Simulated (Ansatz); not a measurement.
# Formation energy and levels of the hydrogen interstitial H_i (bond centre, by F) in BaHfF6 (Cmme), part 2 of 2

Aim: at which Fermi levels does H_i (bond centre, by F) in BaHfF6 (Cmme) change its charge? The model is a cell of 64 host atoms with 1 H put in.

Ansatz; place-levels on PBEsol runs: charge-transition levels and formation energies with image-charge correction and potential alignment at the atomic sites.

So far. Step 3 (Placing the levels, PBEsol): Under PBEsol the gap is 7.29 eV, (+1/0) 6.17, (0/−1) 3.08 eV; the steps are inverted, so the lowest state changes at (+1/−1) 4.62 eV.

## 5. Placing the levels, r2SCAN

Level of this step: place-levels on r2SCAN runs: charge-transition levels and formation energies with image-charge correction and potential alignment at the atomic sites (Ansatz).

r2SCAN on the same structure is run to see how far the result rests on the functional, though not on the errors that semilocal functionals share; the sampling changes too, to one point at (¼, ¼, ¼), so differences hold both changes.

qm1.r2scan/input.yaml

```yaml
crystal:
  checkpoint: "../qm1.relax.run"
  host: checkpoint
total_charge: -1
basis:
  ecutwfc: 500
  xc_grid: 2
hamiltonian:
  xc: r2scan
kpoints:
  mp_grid: { grid: [1, 1, 1], shift: [0.25, 0.25, 0.25] }
scf:
  occupations: { method: fermi_dirac, width: 0.01 }
  max_iter: 60
output:
  forces: true
  eigenvalues: true
  charged_corrections:
    epsilon: [2.57, 2.57, 2.53]
    static_epsilon: [14.87, 9.29, 9.16]
    defect_position: [0.414694, 0.507178, 0.617822]
  eigenstates: { localisation: true }
  populations: true
  band_densities: [{ bands: [v1, v1] }, { bands: [c1, c1] }]
  write_density: true
  write_potential: true
  volumetric_format: npy
checkpoint:
  write: "../qm1.r2scan.run"
  compress: false
  write_wavefunctions: false
  write_every: 100000
```

Wall time 50 s (4 threads of Arm Neoverse V2, shared host); peak memory 2.9 GiB.

levels.r2scan.yaml

```yaml
host:
  run: host.r2scan.run
  levels_from: { run: edges.r2scan.run }
states: [qm1.r2scan.run, q0_M1.r2scan.run, qp1.r2scan.run]
geometry_from:
  qm1.r2scan.run: qm1.relax.run
  q0_M1.r2scan.run: q0_M1.relax.run
  qp1.r2scan.run: qp1.relax.run
  host.r2scan.run: host.relax.run
chemical_potentials:
  H:
    energy: -15.945667
    dataset: "<sha256 of the dataset>"
```

Launch:

```
ansatz place-levels levels.r2scan.yaml -- --threads 4 --pin off --max-ram 15073MiB
```

Numbers of over 12 decimals in the logs are rounded to 6 here.

Log:

```text
[...]
formation energy of charge +1: -3.057 eV with the Fermi level at the valence edge
formation energy of charge 0: +3.439 eV with the Fermi level at the valence edge
formation energy of charge -1: +6.816 eV with the Fermi level at the valence edge
  edges by r2scan of host.levels_from (edges.r2scan.run), its mesh sampled to repeats of 27.43 Å (the valence edge +0.062 eV and the conduction edge -0.009 eV from those of the host's own run), gap 8.087 eV; the host is sampled to repeats of 9.35 Å
[... the lines on each state left out ...]
```

Run time: 0.18 s. Hardware: 4 threads.

Under r2SCAN the gap is 8.09 eV, (+1/0) 6.50, (0/−1) 3.38 eV; the steps are inverted, so the lowest state changes at (+1/−1) 4.94 eV.

## 6. Another choice

The levels are placed again with one choice changed, to see how much they rest on it.

levels.try0.yaml is levels.point.yaml with these lines changed:

```diff
-static_epsilon: [14.87, 9.29, 9.16]
+static_epsilon: [2.57, 2.57, 2.53]
```

Launch:

```
ansatz place-levels levels.try0.yaml -- --threads 4 --pin off --max-ram 15073MiB
```

Log:

```text
[...]
formation energy of charge +1: -2.512 eV with the Fermi level at the valence edge
formation energy of charge 0: +3.252 eV with the Fermi level at the valence edge
formation energy of charge -1: +6.735 eV with the Fermi level at the valence edge
vertical -1 to 0: no energy, since no alignment is typed
vertical +1 to 0: no energy, since no alignment is typed
[...]
[... the lines on each state left out ...]
```

The change: the electronic dielectric constant for relaxed ions.

Levels in eV above the valence top; the changed ones are not the defect's:

```
           gap (eV)  (+1/0)  (0/−1)
  changed      7.29    5.76    3.48
as set up      7.29    6.17    3.08
```

The largest shift is 0.41 eV.

## 7. What a wrong or other choice does

The levels are placed again with one choice changed, to see how much they rest on it.

levels.try1.yaml is levels.point.yaml with these lines changed:

```diff
-epsilon: [2.57, 2.57, 2.53]
-static_epsilon: [14.87, 9.29, 9.16]
+epsilon: 3.4
+static_epsilon: 14.39
```

Launch:

```
ansatz place-levels levels.try1.yaml -- --threads 4 --pin off --max-ram 15073MiB
```

Log:

```text
[...]
formation energy of charge +1: -2.941 eV with the Fermi level at the valence edge
formation energy of charge 0: +3.252 eV with the Fermi level at the valence edge
formation energy of charge -1: +6.306 eV with the Fermi level at the valence edge
vertical -1 to 0: no energy, since no alignment is typed
vertical +1 to 0: no energy, since no alignment is typed
[...]
[... the lines on each state left out ...]
```

The change: single dielectric constants in place of the tensors, a third over their means.

Levels in eV above the valence top; the changed ones are not the defect's:

```
           gap (eV)  (+1/0)  (0/−1)
  changed      7.29    6.19    3.05
as set up      7.29    6.17    3.08
```

The largest shift is 0.02 eV.

## 8. The ladder

Levels between neighbouring charges, in eV above each run's own valence top:

```
                                        gap (eV)  (+1/0)  (0/−1)  CPU time a state at this stage (restarts are quicker than cold starts)
            PBEsol, 2×2×2 shifted mesh      7.29    6.17    3.08                                                                 7.7 min
r2SCAN on PBEsol structures, (¼, ¼, ¼)      8.09    6.50    3.38                                                                 5.4 min
```

## 9. Results

| Item | Value |
| --- | --- |
| gap of the host | 7.29 eV (PBEsol) |
| level (plus 1/0) | 6.17 eV above the valence top, not a change between lowest states |
| level (0/minus 1) | 3.08 eV above the valence top, not a change between lowest states |
| level (plus 1/minus 1) | 4.62 eV above the valence top |
| lowest of the charges placed, just above the valence top (0.02 eV) | +1 |
| lowest of the charges placed, just below the conduction bottom (0.02 eV) | −1 |
| lowest formation energy at mid-gap of the charges run, elemental references | 0.73 eV |

What this shows: Of the charges placed (−1, 0 and +1), the lowest changes at 4.62 eV (+1/−1) above the valence top, in a gap of 7.29 eV. (+1/−1) passes over charge 0, which lies 1.55 eV above the two there; a lower structure or spin state of it, if missed, would change that. Charges above +1 and below −1 were not placed, so these runs say nothing of levels that involve them. States placed: +1 at 0 μB; 0 at 1 μB; −1 at 0 μB. Other spin states or structures, where not listed, weren't placed. At charge −1 and +1 the atom put in ends up to 1.5 Å from its starting place, so the name tells the start alone and the levels can join different sites. H is taken at its element; compounds, which aren't counted here, bound the chemical potentials and would shift these formation energies. Going from one point at (¼, ¼, ¼) to a 2×2×2 shifted mesh moves the levels that carry no band-filling term by up to 0.01 eV and formation energies against the elements by up to 0.00 eV. Limits: PBEsol makes the gap too small and tends to spread out bound carriers; where a gas molecule sets a chemical potential or the host's formation energy, its binding is uncorrected; spin–orbit coupling, which can matter with heavy atoms, is left out.

[Logs are printed without paths, hosts, clocks, repeated set-up lines and the standing remarks that a program may print on its own settings, such as how far it seeks lower states.]

[Hosts, paths, dates, database ids (printed as entryN), source tags and the programs' standing remarks are cut or masked in the printed files.]

[Where a table of states has a column of steps, it counts the stored structures, which are thinned; the runs took as many ionic steps or more.]

[A defect's name tells the site on which it was built; relaxed atoms can leave that site.]

[For some hosts the program warned that the k-mesh of the response run may be too coarse for force constants and the static dielectric constant; such warnings are not shown here.]
